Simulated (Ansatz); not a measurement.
## Is HfInGe in the AlB2 type a stable metal?: cost of one run

Ansatz 0.2.0; DFT PBE, scalar-relativistic, plane waves, PAW; PAW set soft_1. The cell holds 3 atoms.

The structure was built from a prototype and need not be the compound's stable phase.

The input, input.yaml:

```yaml
crystal:
  lattice:
    - [4.27706, 0.0, 0.0]
    - [-2.13853, 3.70404, 0.0]
    - [0.0, 0.0, 4.49091]
  atoms:
    - { symbol: Hf, position: [0.0, 0.0, 0.0] }
    - { symbol: Ge, position: [0.33333333, 0.66666667, 0.5] }
    - { symbol: In, position: [0.66666667, 0.33333333, 0.5] }
kpoints:
  mp_grid: { grid: [9, 9, 8] }
hamiltonian:
  xc: pbe
  pseudopotentials: { kind: paw, azcp: { folder: soft_1 } }
scf:
  occupations: { method: gaussian, width: 0.1 }
output:
  forces: true
  stress: true
  eigenvalues: true
relax:
  adjacent_minimum: "off"
  f_tol: 0.005
  max_steps: 80
  cell: { stress_tol: 0.05 }
```

Command:

```bash
> ansatz run input.yaml --threads 4 --pin off --max-ram 12288MiB --backend cpu --events-out ev --progress --plain --runs-dir out
```

The cutoff in use is 420 eV. For reference, a run of the same kind (3 atoms, 42 k-points, 32 bands and 1,227 plane waves; 38 SCF cycles) took 17 s and 0.49 GiB on the same hardware.

**Question.** How long does this run take on 4 threads of Arm Neoverse V1, shared host, and how much memory does it need?

At two electrons a band, the 53 electrons need 27 bands, and 5 more are carried. Symmetry cuts the 9×9×8 mesh from 648 to 60 points. The run has 60 k-points, 32 bands and 1,191 plane waves. Taking the work of a cycle as k-points × spins × bands × plane waves, that is 1.4 times the reference, or 23 s at the reference's 38 cycles. The run needed 113 SCF cycles over 15 ionic steps, which makes it about 69 s. One copy of the wavefunctions takes 0.034 GiB at 16 bytes a coefficient, against 0.025 GiB in the reference; grids, projectors and work arrays come on top. Measured: about 87 s, with a peak of 0.55 GiB. The run took longer than this simple count says.

[Logs are printed without paths, hosts, clocks, repeated set-up lines and the standing remarks that a program may print on its own settings, such as how far it seeks lower states.]

[Hosts, paths, dates, database ids (printed as entryN), source tags and the programs' standing remarks are cut or masked in the printed files.]
